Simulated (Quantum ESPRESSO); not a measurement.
# Si, diamond: band edges under a change of volume

How fast do the gaps move when the cell is scaled evenly? The geometries come from a scalar-relativistic relaxation.

Calculated with Quantum ESPRESSO 7.5, PBE+SOC, PseudoDojo fr-pbe-0.4 fully relativistic norm-conserving potentials, cutoff 1170 eV, Fermi–Dirac smearing 0.02 eV, k-mesh 9×9×9, no spin polarisation.

Reference cell, relaxed at zero pressure with PBE (Fd-3m): a = 3.8671 Å, b = 3.8671 Å, c = 3.8671 Å, α = 60.00°, β = 60.00°, γ = 60.00°.

```
atom       x       y       z
  Si  0.5000  0.5000  0.5000
  Si  0.7500  0.7500  0.7500
```

Levels are read on the k-mesh and along lines from Γ to X = (0.5, 0, 0.5), L = (0.5, 0.5, 0.5), K = (0.375, 0.375, 0.75) and W = (0.5, 0.25, 0.75) in the reciprocal basis of this cell (the letters only name these points), and count from the highest filled level.

```
ln(V/V0)  gap (eV)  direct gap at Γ (eV)  lowest empty along Γ–X (Γ left out) (eV)  lowest empty at L (eV)  lowest empty at K (eV)
 −0.0619     0.477                 2.531                                     0.477                   1.655                   1.125
 −0.0408     0.518                 2.524                                     0.518                   1.581                   1.157
 −0.0202     0.556                 2.516                                     0.556                   1.509                   1.187
  0.0000     0.593                 2.508                                     0.593                   1.438                   1.215
  0.0392     0.660                 2.491                                     0.660                   1.302                   1.264
  0.0583     0.690                 2.444                                     0.690                   1.236                   1.286
```

**Question.** Fit the lowest empty level at L and give it at ln(V/V0) = 0.0198, a row left out above.

A straight line through the 6 rows: the means are −0.004233 for ln(V/V0) and 1.4535 for the level, Σ(Δx)² = 0.01073 and ΣΔxΔy = −0.03741, so the slope is −0.03741/0.01073 = −3.4862 and the intercept 1.4535 − (−3.4862)(−0.004233) = 1.4387.

The slope is the volume deformation potential of this gap, −3.49 eV, as a mean over the range. The line gives 1.370 eV. The run itself gives 1.369 eV, so the estimate misses by 0.001 eV, a rounding's worth.

The gap lies below the direct one at Γ in every row. Semilocal functionals give gaps that are too small, and the error differs from valley to valley, so the order of close valleys can be wrong too.

[Logs are printed without paths, hosts, clocks, repeated set-up lines and the standing remarks that a program may print on its own settings, such as how far it seeks lower states.]
